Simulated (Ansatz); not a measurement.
# Decaying states in the gap of CaHfCl6, part 2 of 2

Wanted: the relaxed cell of CaHfCl6, its band edges and its decay constants. It is built by putting Hf for Ti, Cl for F in the CaTiF6 structure of space group R-3, with the volume rescaled by atomic radii. The parent structure comes from the Materials Project.

Ansatz 0.2.0; r2SCAN DFT, plane waves, PAW files (the session's first sound run).

So far, gap on path (eV): step 3 (the bulk crystal and its band edges) 4.50.

The structure was built from a prototype and need not be the compound's stable phase.

## 4. Decaying states in the gap, plane (101), k-mesh 4×4×4

This step: r2SCAN DFT, plane waves, PAW files; complex bands by layer matching along the plane's normal (Ansatz 0.2.0).

The same crystal is laid in a cell whose first two vectors span the (101) plane (indices of the standard conventional cell, whose axes can be ordered otherwise than in the bulk input). At fixed energy and wavevector in the plane the solver finds all kz, real and complex. A few wavevectors are listed, (0, 0) and (-0.5, 0) in units of the plane's reciprocal vectors; the slowest state needn't be among them.

File input.yaml:

```yaml
crystal:
  lattice:
    - [7.038672626, 0.0, 0.0]
    - [2.97975984, 5.750490356, 0.0]
    - [2.97975984, 2.10322678, 5.352062821]
  atoms:
    - { symbol: Ca, position: [0.5, 0.5, 0.5] }
    - { symbol: Hf, position: [0.0, 0.0, 0.0] }
    - { symbol: Cl, position: [0.763557171, 0.7708322009, 0.3919686395] }
    - { symbol: Cl, position: [0.763557171, 0.3919686395, 0.0736419886] }
    - { symbol: Cl, position: [0.236442829, 0.9263580114, 0.2291677991] }
    - { symbol: Cl, position: [0.236442829, 0.6080313605, 0.9263580114] }
    - { symbol: Cl, position: [0.236442829, 0.2291677991, 0.6080313605] }
    - { symbol: Cl, position: [0.763557171, 0.0736419886, 0.7708322009] }
kpoints:
  mp_grid: { grid: [4, 4, 4] }
scf:
  occupations: { method: fixed }
hamiltonian:
  xc: r2scan
output:
  eigenvalues: true
  transmission:
    leads: [[0, 0]]
    kpoints: [[0.0, 0.0], [-0.5, 0.0]]
    e_range: [-1.0, 5.5]
    de: 0.13
```

Started as:

```bash
$ ansatz run input.yaml --threads 2 --pin off --max-ram 4096MiB --backend cpu --events-out ev --progress --plain --runs-dir out
```

Numbers of over 12 decimals in the logs are rounded to 6 here.

The log of the run:

```text
[...]
Crystal: 8 atoms, lattice volume = 216.629 Å³
Basis set: ecut = 500 eV, 5505 PW (Γ), exchange–correlation on 216×192×192 points (64 copies of the dense FFT grid, shifted against one another)
Bands: 47, of which v1, the nominal top of the filled ones, is band 39 counted from 1 (38 counted from 0)
Symmetry: 6 space group operations
[...]
k-points: 14 of 64
[...]
SCF iter   1: F=—  HF=-24074.571731 eV  |F-HF|=—  |Δ(HF+E_count)|=         —  Δρ=5.11e-3  dr2=3.97e-2  dr2_τ=7.86e-2  ethr=1.77e-3  ⟨swp⟩=5.7  Hψ=2255  notcnv=0  defer=75
[...]
SCF iter   7: F=-24074.610971 eV  HF=-24074.610971 eV  |F-HF|=1.88e-8  |Δ(HF+E_count)|=   5.10e-7  Δρ=4.47e-6  dr2=8.90e-8  dr2_τ=9.01e-9  ethr=1.28e-10  ⟨swp⟩=14.8  Hψ=3355  notcnv=0
SCF 1 converged in 7 iterations: F = -24074.610971 eV  dr2 = 8.90e-8
[...]
transmission: 8 of 16 steps passed
transmission: 16 of 16 steps passed
SCF converged after 7 iterations
Free energy (F): -24074.610971 eV
[...]
Internal energy: -24074.610971 eV  (E = F + TS)
E sigma→0 (E₀):  -24074.610971 eV
Fermi energy:    2.156974 eV
[...]
--- Band table (eV; the first three rows and the last of 14) ---
  k-point 0: bands = [... 35 lower, 1.9622, 2.1090, 2.1090, 2.1570, 6.7753, 6.7847, 6.7847, 8.5090, ... 4 higher]
  k-point 1: bands = [... 35 lower, 1.8615, 2.0096, 2.0783, 2.1185, 6.8001, 6.8596, 6.9335, 8.6518, ... 4 higher]
  k-point 2: bands = [... 35 lower, 1.9108, 1.9833, 1.9974, 2.0983, 6.7896, 6.9213, 7.0946, 9.0020, ... 4 higher]
  k-point 13: bands = [... 35 lower, 1.9732, 1.9732, 2.0745, 2.0745, 6.9903, 7.0927, 7.0927, 9.1218, ... 4 higher]
--- Transmission ---
  basis      : 417 plane waves across, 8 finite elements along
  points     : 2, as listed
  energies   : 51 from -1.000000 to 5.500000 eV about the Fermi level, 0.130000 eV apart; the leads are filled to 2.253653 eV, and channels, transmission and decay are at 2.250000 eV
  crystal 0  : Cl6Hf1Ca1, at the sites [0, 0], period 5.3521 Å: whole cells are its period
    offset         : up to 0.0000 Å between an atom of the period and one for which it stands
    channels       : 0.000000e0 a spin
    conductance    : none, the energies end too early or step too widely for 300 K: set another output.transmission.e_range or a lower de, or, where they end at an eighth of basis.ecutwfc, a higher one
    slowest decay  : 0.3943 /Å at (0.0000, 0.0000)
```

Wall time 2.3 min (2 threads of Arm Neoverse V2, shared host); peak memory 2.4 GiB.

This step gave:

| Item | Value |
| --- | --- |
| level to which the leads are filled | 2.254 eV from the Fermi level |
| decay constant at the filling level, zone centre | 0.3943 Å⁻¹ |
| decay constant at the filling level, slowest listed point | 0.3943 Å⁻¹ |

K parallel (0, 0); values up to 1.5 1/Å, a degenerate pair printed once or twice; energies at which all values exceed this have no row. Im kz of the slowest decaying states against energy, zero at the highest filled level on the SCF mesh:

```tsv
energy (eV)	decay 1 (Å⁻¹)	decay 2 (Å⁻¹)	decay 3 (Å⁻¹)	decay 4 (Å⁻¹)
-1.00	0.0224	0.195	0.339	0.470
-0.74	0.0182	0.159	0.412	0.522
-0.48	0.0782	0.117	0.343	0.485
-0.22	0.0410	0.134	0.303	0.403
0.04	0.125	0.209	0.237	0.274
0.30	0.219	0.365	0.390	0.401
0.56	0.270	0.421	0.422	0.456
0.82	0.307	0.452	0.468	0.545
1.08	0.334	0.479	0.490	0.575
1.34	0.354	0.501	0.507	0.596
1.60	0.370	0.518	0.520	0.609
1.86	0.382	0.525	0.530	0.535
2.12	0.391	0.525	0.538	0.549
2.38	0.397	0.525	0.543	0.559
2.64	0.4	0.522	0.542	0.566
2.90	0.400	0.517	0.537	0.571
3.16	0.398	0.509	0.526	0.574
3.42	0.393	0.497	0.508	0.576
3.68	0.384	0.481	0.481	0.578
3.94	0.369	0.440	0.459	0.577
4.20	0.342	0.376	0.424	0.550
4.46	0.255	0.276	0.355	0.386
4.72	0.316	0.543	0.570	0.579
4.98	0.129	0.406	0.457	0.539
5.24	0.299	0.398	0.435	0.517
5.50	0.361	0.362	0.451	0.474
```

K parallel (-0.5, 0); values up to 1.5 1/Å, a degenerate pair printed once or twice; energies at which all values exceed this have no row. Table of Im kz of the slowest decaying states by energy, zero at the highest filled level on the SCF mesh:

```tsv
energy (eV)	decay 1 (Å⁻¹)	decay 2 (Å⁻¹)	decay 3 (Å⁻¹)	decay 4 (Å⁻¹)
-1.00	0.141	0.185	0.297	0.643
-0.74	0.163	0.182	0.288	0.414
-0.35	0.0751	0.118	0.128	0.277
0.04	0.244	0.264	0.345	0.356
0.30	0.302	0.358	0.379	0.380
0.56	0.350	0.407	0.414	0.450
0.95	0.401	0.434	0.474	0.525
1.34	0.435	0.449	0.516	0.592
1.60	0.451	0.454	0.538	0.668
1.86	0.457	0.462	0.529	0.594
2.25	0.455	0.473	0.519	0.636
2.64	0.447	0.476	0.505	0.645
2.90	0.438	0.474	0.492	0.648
3.16	0.425	0.469	0.473	0.645
3.55	0.395	0.432	0.454	0.639
3.94	0.345	0.370	0.428	0.625
4.20	0.279	0.311	0.401	0.600
4.46	0.121	0.217	0.358	0.562
4.85	0.0612	0.535	0.600	0.618
5.24	0.284	0.336	0.397	0.477
5.50	0.354	0.361	0.431	0.493
```

At the listed wavevectors the last open channel is at -0.09 eV and the next at +4.59 eV on the grid. At +2.25 eV, the grid energy nearest the filling level (the middle of the gap on the SCF mesh), the slowest state at the listed wavevectors decays with κ = 0.394 Å⁻¹, its amplitude falling by e over 2.5 Å. Through 1 nm of this crystal that state's transmission falls by exp(−2 × 0.394 Å⁻¹ × 10 Å) = 3.8e-4.

## 5. Decay over the two-dimensional zone

The listed points could miss the slowest state, so one energy near mid-gap is solved on a mesh of 8×8.

input.yaml: that of step 4 with these lines changed.

```diff
@@ -22,6 +22,2 @@
   eigenvalues: true
-  transmission:
-    leads: [[0, 0]]
-    kpoints: [[0.0, 0.0], [-0.5, 0.0]]
-    e_range: [-1.0, 5.5]
-    de: 0.13
+  transmission: { leads: [[0, 0]], kmesh: [8, 8], e_range: [2.25, 2.26], de: 0.05 }
```

The log of the run:

```text
[...]
Crystal: 8 atoms, lattice volume = 216.629 Å³
Basis set: ecut = 500 eV, 5505 PW (Γ), exchange–correlation on 216×192×192 points (64 copies of the dense FFT grid, shifted against one another)
Bands: 47, of which v1, the nominal top of the filled ones, is band 39 counted from 1 (38 counted from 0)
Symmetry: 6 space group operations
[...]
k-points: 14 of 64
[...]
SCF iter   1: F=—  HF=-24074.571731 eV  |F-HF|=—  |Δ(HF+E_count)|=         —  Δρ=5.11e-3  dr2=3.97e-2  dr2_τ=7.86e-2  ethr=1.77e-3  ⟨swp⟩=5.7  Hψ=2255  notcnv=0  defer=75
[...]
SCF iter   7: F=-24074.610971 eV  HF=-24074.610971 eV  |F-HF|=1.88e-8  |Δ(HF+E_count)|=   5.10e-7  Δρ=4.47e-6  dr2=8.90e-8  dr2_τ=9.01e-9  ethr=1.28e-10  ⟨swp⟩=14.8  Hψ=3355  notcnv=0
SCF 1 converged in 7 iterations: F = -24074.610971 eV  dr2 = 8.90e-8
[...]
transmission: 32 of 272 steps passed
transmission: 64 of 272 steps passed
[...]
transmission: 272 of 272 steps passed
SCF converged after 7 iterations
Free energy (F): -24074.610971 eV
[...]
Internal energy: -24074.610971 eV  (E = F + TS)
E sigma→0 (E₀):  -24074.610971 eV
Fermi energy:    2.156974 eV
[...]
--- Band table (eV; the first three rows and the last of 14) ---
  k-point 0: bands = [... 35 lower, 1.9622, 2.1090, 2.1090, 2.1570, 6.7753, 6.7847, 6.7847, 8.5090, ... 4 higher]
  k-point 1: bands = [... 35 lower, 1.8615, 2.0096, 2.0783, 2.1185, 6.8001, 6.8596, 6.9335, 8.6518, ... 4 higher]
  k-point 2: bands = [... 35 lower, 1.9108, 1.9833, 1.9974, 2.0983, 6.7896, 6.9213, 7.0946, 9.0020, ... 4 higher]
  k-point 13: bands = [... 35 lower, 1.9732, 1.9732, 2.0745, 2.0745, 6.9903, 7.0927, 7.0927, 9.1218, ... 4 higher]
--- Transmission ---
  basis      : 417 plane waves across, 8 finite elements along
  points     : 34, standing for a mesh of 8 x 8
  energies   : 1 from 2.250000 to 2.250000 eV about the Fermi level; the leads are filled to 2.253653 eV, and channels, transmission and decay are at 2.250000 eV
  crystal 0  : Cl6Hf1Ca1, at the sites [0, 0], period 5.3521 Å: whole cells are its period
[...]
channels       : 0.000000e0 a spin
    conductance    : none, crystal 0 has no channel at the energies, or these end too early or step too widely for 300 K: set another output.transmission.e_range or a lower de, or, where they end at an eighth of basis.ecutwfc, a higher one
    slowest decay  : 0.3943 /Å at (0.0000, 0.0000)
```

It took 4.6 min on 2 threads; peak memory 2.3 GiB.

This step gave:

* least decay constant on the mesh: 0.3943 Å⁻¹

Slowest decay constant (1/Å; 0 where a channel is open) over k1 and k2. At 2.2500 eV from the Fermi level.

Values, 8 rows by 8 columns:
```
0.526 0.523 0.505 0.499 0.511 0.525 0.494 0.508
0.502 0.497 0.480 0.492 0.492 0.456 0.462 0.481
0.470 0.463 0.475 0.457 0.428 0.416 0.443 0.464
0.455 0.464 0.447 0.422 0.394 0.422 0.447 0.464
0.470 0.464 0.443 0.416 0.428 0.457 0.475 0.463
0.502 0.481 0.462 0.456 0.492 0.492 0.480 0.497
0.526 0.508 0.494 0.525 0.511 0.499 0.505 0.523
0.544 0.527 0.529 0.519 0.515 0.519 0.529 0.527
```
Columns: k1 (b1) from -0.5 to 0.375; rows upwards: k2 (b2) from -0.5 to 0.375.

The least value on the mesh is 0.394 Å⁻¹ at +2.25 eV. At that energy the listed points give about 0.394 Å⁻¹ by interpolation, so the mesh holds no clearly slower state.

## 6. Complex bands, plane (001), k-mesh 6×6×6

The same for the (001) plane, at (0, 0) and (0, -0.5), to see how the decay depends on direction.

File input.yaml:

```yaml
crystal:
  lattice:
    - [6.476658709, 0.0, 0.0]
    - [3.238329355, 5.608950974, 0.0]
    - [3.238329355, -1.869650325, 5.963266134]
  atoms:
    - { symbol: Ca, position: [0.0, 0.5, 0.5] }
    - { symbol: Hf, position: [0.0, 0.0, 0.0] }
    - { symbol: Cl, position: [0.1555258105, 0.7708322009, 0.236442829] }
    - { symbol: Cl, position: [0.8371991596, 0.3919686395, 0.236442829] }
    - { symbol: Cl, position: [0.4656106281, 0.9263580114, 0.763557171] }
    - { symbol: Cl, position: [0.1628008404, 0.6080313605, 0.763557171] }
    - { symbol: Cl, position: [0.8444741895, 0.2291677991, 0.763557171] }
    - { symbol: Cl, position: [0.5343893719, 0.0736419886, 0.236442829] }
kpoints:
  mp_grid: { grid: [6, 6, 6] }
scf:
  occupations: { method: fixed }
hamiltonian:
  xc: r2scan
output:
  eigenvalues: true
  transmission:
    leads: [[0, 0]]
    kpoints: [[0.0, 0.0], [0.0, -0.5]]
    e_range: [-1.0, 5.5]
    de: 0.11
```

The log of the run:

```text
[...]
Crystal: 8 atoms, lattice volume = 216.629 Å³
Basis set: ecut = 500 eV, 5505 PW (Γ), exchange–correlation on 192×192×216 points (64 copies of the dense FFT grid, shifted against one another)
Bands: 47, of which v1, the nominal top of the filled ones, is band 39 counted from 1 (38 counted from 0)
Symmetry: 6 space group operations
[...]
k-points: 40 of 216
[...]
SCF iter   1: F=—  HF=-24074.571775 eV  |F-HF|=—  |Δ(HF+E_count)|=         —  Δρ=5.11e-3  dr2=3.97e-2  dr2_τ=7.86e-2  ethr=1.77e-3  ⟨swp⟩=5.9  Hψ=6682  notcnv=0  defer=218
[...]
SCF iter   7: F=-24074.610987 eV  HF=-24074.610987 eV  |F-HF|=1.93e-8  |Δ(HF+E_count)|=   5.15e-7  Δρ=4.47e-6  dr2=8.91e-8  dr2_τ=9.04e-9  ethr=1.28e-10  ⟨swp⟩=14.8  Hψ=9498  notcnv=0
SCF 1 converged in 7 iterations: F = -24074.610987 eV  dr2 = 8.91e-8
[...]
transmission: 9 of 18 steps passed
transmission: 18 of 18 steps passed
SCF converged after 7 iterations
Free energy (F): -24074.610987 eV
[...]
Internal energy: -24074.610987 eV  (E = F + TS)
E sigma→0 (E₀):  -24074.610987 eV
Fermi energy:    2.156967 eV
[...]
--- Band table (eV; the first three rows and the last of 40) ---
  k-point 0: bands = [... 35 lower, 1.9622, 2.1090, 2.1090, 2.1570, 6.7754, 6.7847, 6.7847, 8.5090, ... 4 higher]
  k-point 1: bands = [... 35 lower, 1.9602, 1.9602, 2.1215, 2.1215, 6.8400, 6.8624, 6.8624, 8.6079, ... 4 higher]
  k-point 2: bands = [... 35 lower, 1.9537, 1.9537, 2.1082, 2.1082, 6.9457, 7.0161, 7.0161, 8.8893, ... 4 higher]
  k-point 39: bands = [... 35 lower, 1.7655, 1.9657, 2.0399, 2.0757, 6.7961, 6.8289, 6.9503, 8.7389, ... 4 higher]
--- Transmission ---
  basis      : 379 plane waves across, 9 finite elements along
  points     : 2, as listed
[...]
crystal 0  : Cl6Hf1Ca1, at the sites [0, 0], period 5.9633 Å: whole cells are its period
[...]
channels       : 0.000000e0 a spin
[...]
slowest decay  : 0.3748 /Å at (0.0000, 0.0000)
```

Elapsed: 2.2 min, on 2 threads; peak memory 2.1 GiB.

Numbers from this step:

```
decay constant at the filling level, zone centre          : 0.3748 Å⁻¹
decay constant at the filling level, slowest listed point : 0.3748 Å⁻¹
```

K parallel (0, 0); values up to 1.5 1/Å, a degenerate pair printed once or twice; energies at which all values exceed this have no row. Im kz of the slowest decaying states against energy, zero at the highest filled level on the SCF mesh:

```tsv
energy (eV)	decay 1 (Å⁻¹)	decay 2 (Å⁻¹)	decay 3 (Å⁻¹)	decay 4 (Å⁻¹)
-1.00	0.0924	0.160	0.243	0.494
-0.78	0.310	0.461	1.47	1.49
-0.45	0.339	0.361	1.44	1.47
-0.23	0.103	0.157	0.426	1.42
-0.01	0.150	0.247	0.482	1.40
0.32	0.188	0.356	0.417	0.542
0.54	0.236	0.394	0.486	0.572
0.87	0.286	0.433	0.552	0.607
1.09	0.310	0.452	0.584	0.626
1.31	0.329	0.467	0.608	0.642
1.64	0.351	0.482	0.637	0.661
1.86	0.361	0.488	0.651	0.671
2.08	0.369	0.491	0.662	0.679
2.41	0.377	0.491	0.675	0.689
2.63	0.379	0.488	0.681	0.693
2.85	0.379	0.481	0.685	0.696
3.18	0.374	0.465	0.689	0.699
3.40	0.367	0.449	0.689	0.699
3.62	0.357	0.428	0.688	0.698
3.95	0.331	0.382	0.685	0.694
4.17	0.301	0.335	0.682	0.691
4.50	0.194	0.201	0.678	0.684
4.72	0.655	0.676	0.679	0.862
4.94	0.0399	0.254	0.568	0.674
5.27	0.303	0.446	0.462	0.613
5.49	0.362	0.414	0.488	0.522
```

K parallel (0, -0.5); values up to 1.5 1/Å, a degenerate pair printed once or twice; energies at which all values exceed this have no row. Im kz of the slowest decaying states against energy, zero at the highest filled level on the SCF mesh:

```tsv
energy (eV)	decay 1 (Å⁻¹)	decay 2 (Å⁻¹)	decay 3 (Å⁻¹)	decay 4 (Å⁻¹)
-1.000	0.191	0.294	0.322	0.510
-0.450	0.0849	0.192	0.253	0.294
-0.010	0.205	0.239	0.257	0.278
0.540	0.348	0.408	0.469	0.511
0.980	0.395	0.453	0.534	0.603
1.530	0.429	0.490	0.584	0.666
1.970	0.442	0.507	0.611	0.664
2.520	0.443	0.514	0.633	0.647
2.960	0.432	0.509	0.623	0.644
3.510	0.396	0.486	0.576	0.636
3.950	0.340	0.448	0.516	0.562
4.500	0.0606	0.262	0.331	0.448
5.050	0.195	0.344	0.490	0.616
```

At the listed wavevectors the last open channel is at -0.01 eV and the next at +4.61 eV on the grid. At +2.30 eV, the grid energy nearest the filling level (the middle of the gap on the SCF mesh), the slowest state at the listed wavevectors decays with κ = 0.375 Å⁻¹, its amplitude falling by e over 2.7 Å; the first such run, plane (101), gave 0.394 Å⁻¹.

## 7. A check of the settings

This step: r2SCAN DFT, plane waves, PAW files; complex bands by layer matching along the plane's normal; changed: crystal.symmetry = {"detect": false}, basis.ecutrho_ratio = 9, basis.ecutwfc = "250 eV" (Ansatz 0.2.0).

This run repeats an earlier one, its twin (the complex run, plane (101)), with three settings changed (crystal.symmetry.detect, basis.ecutrho_ratio, basis.ecutwfc; files written aside). It is meant to test whether the numerical route changes the result or only the time, whether the cutoff of the density is converged and whether the cutoff is converged. Where the input is shown as a difference, that is against the step before, not the twin.

File input.yaml:

```yaml
crystal:
  lattice:
    - [7.038672626, 0.0, 0.0]
    - [2.97975984, 5.750490356, 0.0]
    - [2.97975984, 2.10322678, 5.352062821]
  atoms:
    - { symbol: Ca, position: [0.5, 0.5, 0.5] }
    - { symbol: Hf, position: [0.0, 0.0, 0.0] }
    - { symbol: Cl, position: [0.763557171, 0.7708322009, 0.3919686395] }
    - { symbol: Cl, position: [0.763557171, 0.3919686395, 0.0736419886] }
    - { symbol: Cl, position: [0.236442829, 0.9263580114, 0.2291677991] }
    - { symbol: Cl, position: [0.236442829, 0.6080313605, 0.9263580114] }
    - { symbol: Cl, position: [0.236442829, 0.2291677991, 0.6080313605] }
    - { symbol: Cl, position: [0.763557171, 0.0736419886, 0.7708322009] }
  symmetry: { detect: false }
kpoints:
  mp_grid: { grid: [4, 4, 4] }
scf:
  occupations: { method: fixed }
hamiltonian:
  xc: r2scan
output:
  eigenvalues: true
  transmission:
    leads: [[0, 0]]
    kpoints: [[0.0, 0.0], [-0.5, 0.0]]
    e_range: [-1.0, 5.5]
    de: 0.13
basis:
  ecutrho_ratio: 9
  ecutwfc: "250 eV"
```

The log of the run:

```text
Warning: basis.ecutwfc = 250 eV is below the records' recommended 500 eV, and the density's cutoff is lower with it unless basis.ecutrho_ratio is high enough to keep the records' density cutoff: compare with a run at a higher cutoff
[...]
Crystal: 8 atoms, lattice volume = 216.629 Å³
Basis set: ecut = 250 eV, 1911 PW (Γ), exchange–correlation on 240×216×216 points (64 copies of the dense FFT grid, shifted against one another)
Bands: 47, of which v1, the nominal top of the filled ones, is band 39 counted from 1 (38 counted from 0)
Symmetry: 1 space group operations
k-points: 36 of 64 (time reversal used)
[...]
SCF iter   1: F=—  HF=-24073.097621 eV  |F-HF|=—  |Δ(HF+E_count)|=         —  Δρ=8.30e-3  dr2=7.50e-2  dr2_τ=8.68e-2  ethr=1.77e-3  ⟨swp⟩=5.4  Hψ=5880  notcnv=0  defer=183
[...]
SCF iter   7: F=-24072.943760 eV  HF=-24072.943760 eV  |F-HF|=4.00e-8  |Δ(HF+E_count)|=   5.17e-7  Δρ=4.93e-6  dr2=7.70e-8  dr2_τ=7.05e-9  ethr=1.28e-10  ⟨swp⟩=12.3  Hψ=7687  notcnv=0
SCF 1 converged in 7 iterations: F = -24072.943760 eV  dr2 = 7.70e-8
[...]
transmission: 12 of 24 steps passed
transmission: 24 of 24 steps passed
SCF converged after 7 iterations
Free energy (F): -24072.943760 eV
[...]
Internal energy: -24072.943760 eV  (E = F + TS)
E sigma→0 (E₀):  -24072.943760 eV
Fermi energy:    2.159727 eV
[...]
--- Band table (eV; the first three rows and the last of 36) ---
  k-point 0: bands = [... 35 lower, 1.9625, 2.1105, 2.1105, 2.1597, 6.7588, 6.7593, 6.7593, 8.5447, ... 4 higher]
  k-point 1: bands = [... 35 lower, 1.8591, 2.0088, 2.0781, 2.1175, 6.7715, 6.8326, 6.9042, 8.6799, ... 4 higher]
  k-point 2: bands = [... 35 lower, 1.9078, 1.9805, 1.9972, 2.0951, 6.7615, 6.8920, 7.0657, 9.0742, ... 4 higher]
  k-point 35: bands = [... 35 lower, 1.9078, 1.9805, 1.9972, 2.0951, 6.7615, 6.8920, 7.0657, 9.0742, ... 4 higher]
--- Transmission ---
  basis      : 213 plane waves across, 12 finite elements along
  points     : 2, as listed
[...]
crystal 0  : Cl6Hf1Ca1, at the sites [0, 0], period 5.3521 Å: whole cells are its period
[...]
channels       : 0.000000e0 a spin
[...]
slowest decay  : 0.3950 /Å at (0.0000, 0.0000)
```

The job ended after 58 s (2 threads; peak memory 1.2 GiB).

This number moved little. The least decay constant is 0.395 Å⁻¹ against 0.394 Å⁻¹ in the twin: no change within 1 %, at 0.36 times the CPU time.

Side by side:

```tsv
quantity	this run	sound run	difference
free energy (eV)	-24072.94	-24074.61	1.67
Fermi energy (eV)	2.1597	2.1570	0.00275
gap on the k-mesh (eV)	4.4763	4.5073	-0.0310
level to which the leads are filled (eV from the Fermi level)	2.2381	2.2537	-0.0155
decay constant at the filling level, zone centre (Å⁻¹)	0.39502	0.39434	6.8e-4
decay constant at the filling level, slowest listed point (Å⁻¹)	0.395	0.3943	7.0e-4
```

One result that differs is the gap on the k-mesh, 4.48 eV against 4.51 eV.

## 8. What came out

```json
{
 "band gap": "4.50 eV",
 "least decay constant at mid-gap, normal to (101)": "0.394 Å⁻¹",
 "least decay constant at mid-gap, normal to (001)": "0.375 Å⁻¹",
 "least decay constant on a mesh, normal to (101)": "0.394 Å⁻¹"
}
```

In words: With r2SCAN, the slowest decay at the wavevectors tried is κ = 0.375 Å⁻¹, normal to (001). Through such a film the transmission near mid-gap falls as exp(−2κd), a factor of ten every 3.1 Å. The directions tried decay at nearly the same rate. A free electron under a barrier of half the gap would need a mass of 0.24 mₑ to decay at this rate. The compound is made up by substitution; its stability against other phases and against distortions of the cell's symmetry was not tested. r2SCAN still narrows gaps, if less than LDA and GGA do, so real decay constants are likely larger.

[Logs are printed without paths, hosts, clocks, repeated set-up lines and the standing remarks that a program may print on its own settings, such as how far it seeks lower states.]

[Hosts, paths, dates, database ids (printed as entryN), source tags and the programs' standing remarks are cut or masked in the printed files.]
